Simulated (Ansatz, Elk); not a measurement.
# How far do independent atoms describe TlGa2FeN2?, part 2 of 2

The structure of TlGa2FeN2 used here is made up (a known structure type with other elements) and was relaxed beforehand with PBEsol. The aim is the Fourier transform of its all-electron density, F(hkl), set beside the sum over free spherical atoms that refinements use.

Elk 11.2.3 (patched build); all-electron DFT.

So far: The starting structure; Ground state and structure factors; The magnetisation density.

The structure was built from a prototype and need not be the compound's stable phase.

## (4) The highest occupied states alone

Level of this step: DFT, PBE, all-electron APW+lo, Dirac cores, scalar-relativistic bands, static density, ferromagnetic start (Elk).

An energy window below the Fermi level keeps the highest occupied states, to see at which angles they scatter; shallow core shells can lie inside it and anion s states outside. No new self-consistency is needed.

File elk.in:

```
tasks
  195

xctype
  20

spinpol
  .true.

rgkmax
  7.0

gmaxvr
  14.0

lmaxo
  7

lmaxapw
  8

swidth
  0.002

tshift
  .false.

ramdisk
  .false.

hmaxvr
  5.5

maxscl
  120

epspot
  1e-06

reducebf
  0.8

wsfac
  -0.253800 0.597440

sppath
  './'

avec
  6.46142454794 -0.00000000000 0.00000000000
  -0.00000000000 6.46142454794 0.00000000000
  0.00000000000 0.00000000000 13.18719273695

atoms
  4
  'Tl.in'
  1
  0.5000000000 0.5000000000 0.0000000000   0.000000 0.000000 0.000000
  'Ga.in'
  2
  -0.0000000000 0.5000000000 0.6366028216   0.000000 0.000000 0.000000
  0.5000000000 0.0000000000 0.3633971784   0.000000 0.000000 0.000000
  'Fe.in'
  1
  -0.0000000000 -0.0000000000 0.0000000000   0.000000 0.000000 -0.110000
  'N.in'
  2
  -0.0000000000 0.5000000000 0.3579269609   0.000000 0.000000 0.000000
  0.5000000000 0.0000000000 0.6420730391   0.000000 0.000000 0.000000

ngridk
  6 6 3
```

Run with:

```
$ OMP_NUM_THREADS=4 elk
```

Numbers of over 12 decimals in the logs are rounded to 6 here.

Output:

```text
┌─────────────────────────────────┐
│ Elk code version 11.2.3 started │
└─────────────────────────────────┘

Info(readinput): the functional depends on the density's gradient
 muffin-tin radial points multiplied by    2.00000
 (not where nrmtscf is given)

┌────────────────────┐
│ Current task : 195 │
└────────────────────┘
Info(checkmt): changed muffin-tin radius of species 1 (Tl) from   2.8000 to   2.4333
Info(checkmt): changed muffin-tin radius of species 2 (Ga) from   2.4000 to   2.0714
Info(checkmt): changed muffin-tin radius of species 3 (Fe) from   2.4000 to   2.0857
Info(checkmt): changed muffin-tin radius of species 4 (N) from   1.8000 to   1.5536

Info(sfacrho): density structure factors written to SFACRHO.OUT

 Energy window :  -0.2538000000      0.5974400000

┌──────────────────┐
│ Elk code stopped │
└──────────────────┘
```

Run time: 17 s. Hardware: 4 threads of Arm Neoverse V1, shared host; peak memory 0.36 GiB; 29 s of CPU time.

States within 15 eV below the Fermi level hold 53.00 electrons; any levels below the window count with the cores. Their amplitudes can exceed the total, where window and core parts have opposite phase:

```
hkl  sin θ/λ (Å⁻¹)  abs F, window  abs F, all
001          0.072          0.405      56.308
002          0.143          8.898      85.472
100          0.146          2.404      50.998
101          0.163          7.564      59.194
102          0.205          9.241      62.537
110          0.207          9.836      29.342
003          0.215         24.528     136.247
111          0.219         19.448     123.663
112          0.252          9.181      91.094
103          0.260          5.183      50.503
```

## (5) Another functional

The difference from free atoms is small, so it is set against the change that LDA (Perdew-Wang) makes.

Changes to elk.in since step 4:

```diff
@@ -1,6 +1,8 @@
 tasks
+  0
   195
+  196
 
 xctype
-  20
+  3
 
@@ -42,5 +44,2 @@
 
-wsfac
-  -0.253800 0.597440
-
 sppath
```

Run with:

```
$ OMP_NUM_THREADS=4 elk
```

Output:

```text
┌─────────────────────────┐
│ Elk code version 11.2.3 │
└─────────────────────────┘

All units are atomic (Hartree, Bohr, etc.)

┌─────────────────────────────────────────────────┐
│ Ground-state run starting from atomic densities │
└─────────────────────────────────────────────────┘

Lattice vectors :
   6.461424548      -0.000000000       0.000000000
  -0.000000000       6.461424548       0.000000000
   0.000000000       0.000000000       13.18719274

Reciprocal lattice vectors :
  0.9724148693       0.000000000      -0.000000000
[...]
muffin-tins
  species : 1 (Tl)
[...]
species : 2 (Ga)
[...]
species : 3 (Fe)
[...]
species : 4 (N)
   atom 1                    :   0.3535626457E-01
   atom 2                    :   0.3535626457E-01
 total in muffin-tins        :    2.184396958
 total moment                :    2.260814256

┌──────────────────────────────┐
│ Self-consistent loop stopped │
└──────────────────────────────┘

Warning : core states of species 1 leak from the muffin-tin :   0.3269714449E-03

Warning : core states of species 2 leak from the muffin-tin :   0.4256481228E-02

Wrote STATE.OUT
[key lines of the parts left out:]
total energy                :     -25539.368637043
```

Wall time 3.8 min (4 threads); peak memory 0.31 GiB.

Against the first run R = 0.02 %; the largest change is -0.060 at 114. The moment goes from 2.34 to 2.26 μB.

## (6) Basis size

The basis and the expansions that go with it are enlarged, to see whether the differences are converged.

Changes to elk.in since step 5:

```diff
@@ -6,3 +6,3 @@
 xctype
-  3
+  20
 
@@ -12,12 +12,12 @@
 rgkmax
-  7.0
+  8.5
 
 gmaxvr
-  14.0
+  18.0
 
 lmaxo
-  7
+  9
 
 lmaxapw
-  8
+  10
```

Run with:

```
$ OMP_NUM_THREADS=4 elk
```

Output:

```text
┌─────────────────────────┐
│ Elk code version 11.2.3 │
└─────────────────────────┘

All units are atomic (Hartree, Bohr, etc.)

┌─────────────────────────────────────────────────┐
│ Ground-state run starting from atomic densities │
└─────────────────────────────────────────────────┘

Lattice vectors :
   6.461424548      -0.000000000       0.000000000
  -0.000000000       6.461424548       0.000000000
   0.000000000       0.000000000       13.18719274

Reciprocal lattice vectors :
  0.9724148693       0.000000000      -0.000000000
[...]
species : 3 (Fe)
[...]
species : 4 (N)
   atom 1                    :   0.3667336233E-01
   atom 2                    :   0.3667336233E-01
 total in muffin-tins        :    2.271329062
 total moment                :    2.337168719

┌──────────────────────────────┐
│ Self-consistent loop stopped │
└──────────────────────────────┘

Warning : the lowest level lies among the core levels :   -2.923175581      -3.113027599

Warning : core states of species 1 leak from the muffin-tin :   0.3345124130E-03

Warning : core states of species 2 leak from the muffin-tin :   0.4111501697E-02

Wrote STATE.OUT
[key lines of the parts left out:]
total energy                :     -25558.941149021
```

It took 14 min on 4 threads; peak memory 0.84 GiB.

## (7) Settings against the effect

```
              run  R against the first run (%)  R against neutral atoms, low angle (%)  wall time
    PBE, rgkmax 7                         0.00                                    0.39    7.6 min
LDA (Perdew-Wang)                         0.02                                    0.40    3.8 min
```

## (8) Results

```
R against neutral atoms, sin θ/λ < 0.3 Å⁻¹ : 0.39 %
R against neutral atoms, 0.3 to 0.82 Å⁻¹   : 0.10 %
```

In words: Independent neutral atoms miss the calculated amplitudes by R = 0.39 % below 0.3 Å⁻¹ and 0.10 % from there to 0.82 Å⁻¹; by shells, 0.28 % below 0.15 Å⁻¹ (3 forms), 0.41 % 0.15 to 0.3 (10 forms), 0.11 % 0.3 to 0.45 (20 forms), 0.09 % above 0.45 (116 forms). Bonding, aspherical density and the tables' own atoms all enter these figures, and the runs don't part them. The largest change of an amplitude is -0.53 electrons, at 102. R counts amplitudes alone; phases shift too. The magnetic order is that of the start. No other order was tried here, and an antiferromagnetic one would change or move the magnetic intensity. The window's part falls from 53.0 electrons at the origin to at most 6.69 between 0.45 and 0.82 Å⁻¹, where compact states inside the window still scatter. The window holds more than the 27 outer electrons of the free atoms, so shallow core shells lie inside it. Below 0.3 Å⁻¹ the changes that finished (LDA (Perdew-Wang)) move F by R = 0.03 % at most, against the 0.39 % that separates it from free atoms. The magnetic factors move by R = 4.0 % (LDA (Perdew-Wang)), so they aren't settled to better than that. The basis has no finished test. The k-mesh has no finished test. Spin-orbit coupling is left out, which can matter for elements this heavy. Part of the difference isn't bonding: the tables are fits to free atoms and ions calculated by other methods than this functional. Thermal motion, anomalous dispersion and extinction are left out.

[Logs are printed without paths, hosts, clocks, repeated set-up lines and the standing remarks that a program may print on its own settings, such as how far it seeks lower states.]

[Hosts, paths, dates, database ids (printed as entryN), source tags and the programs' standing remarks are cut or masked in the printed files.]
